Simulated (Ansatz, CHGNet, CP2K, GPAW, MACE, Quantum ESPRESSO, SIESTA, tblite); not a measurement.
## Finding the fault: Quantum ESPRESSO, Cu(111)/C(111) interface (72 atoms)

Program: Quantum ESPRESSO 7.5, a calculation on a cell of 18 Cu and 54 C, 7.37 Å³ an atom.

Contents of pw.in:

```
&control
  calculation = 'scf'
  pseudo_dir = './pseudo'
  outdir = './tmp'
  disk_io = 'none'
  tprnfor = .true.
  tstress = .true.
/
&system
  ibrav = 0
  nat = 73
  ntyp = 2
  ecutwfc = 60
  ecutrho = 480
  nosym = .true.
  occupations = 'smearing'
  smearing = 'fd'
  degauss = 0.003675
/
&electrons
  conv_thr = 3.6e-07
  electron_maxstep = 50
  mixing_beta = 0.2
  mixing_mode = 'local-TF'
  diagonalization = 'david'
/
ATOMIC_SPECIES
Cu 63.546 Cu.upf
C 12.011 C.upf
CELL_PARAMETERS angstrom
6.71810 0.00000 0.00000
-1.43961 7.48043 0.00000
0.00000 0.00000 10.55683
ATOMIC_POSITIONS crystal
Cu 0.67161 0.78078 0.00231
Cu 0.44333 0.40899 0.19734
Cu 0.66115 0.43929 0.00207
Cu 0.44200 0.07223 0.20675
Cu 0.66706 0.10823 0.99644
Cu 0.44450 0.74241 0.20296
Cu 0.33057 0.88563 0.99979
Cu 0.11622 0.51761 0.19464
Cu 0.33487 0.56271 0.00122
Cu 0.10895 0.18347 0.19911
[... 58 atom lines left out ...]
C 0.90557 0.14626 0.65152
C 0.01120 0.99626 0.60160
C 0.12742 0.18108 0.84240
C 0.89240 0.13844 0.79364
K_POINTS gamma
```

On the command line:

```console
$ OMP_NUM_THREADS=1 mpirun -np 2 pw.x -in pw.in > output.txt
```

The log of the run:

```text
Program PWSCF
 %%%%%%%%%%%%%%%%%%%%%%%%%%%%%%%%%%%%%%%%%%%%%%%%%%%%%%%%%%%%%%%%%%%%%%%%%%%%%%
     Error in routine read_cards (73):
     wrong number of columns in ATOMIC_POSITIONS
 %%%%%%%%%%%%%%%%%%%%%%%%%%%%%%%%%%%%%%%%%%%%%%%%%%%%%%%%%%%%%%%%%%%%%%%%%%%%%%
```

Run time: 0.49 s. Hardware: 2 MPI ranks of Arm Neoverse V1, shared host; peak memory 0.19 GiB; 0.93 s of CPU time.

Banners, paths, timers and routine set-up lines are dropped from the logs unmarked, and long logs keep their key lines alone; longer cuts are marked.

Q: Find the fault and mend it.

A wrong count of atoms: nat = 72 written as nat = 73. Mend: write nat = 72 in place of nat = 73.

The program stopped at the start.

[Also dropped from logs without a mark: logging warnings of Python, and SIESTA's first energy breakdown and zero terms.]

[Logs are printed without paths, hosts, clocks, repeated set-up lines and the standing remarks that a program may print on its own settings, such as how far it seeks lower states.]

[Hosts, paths, dates, database ids (printed as entryN), source tags and the programs' standing remarks are cut or masked in the printed files.]
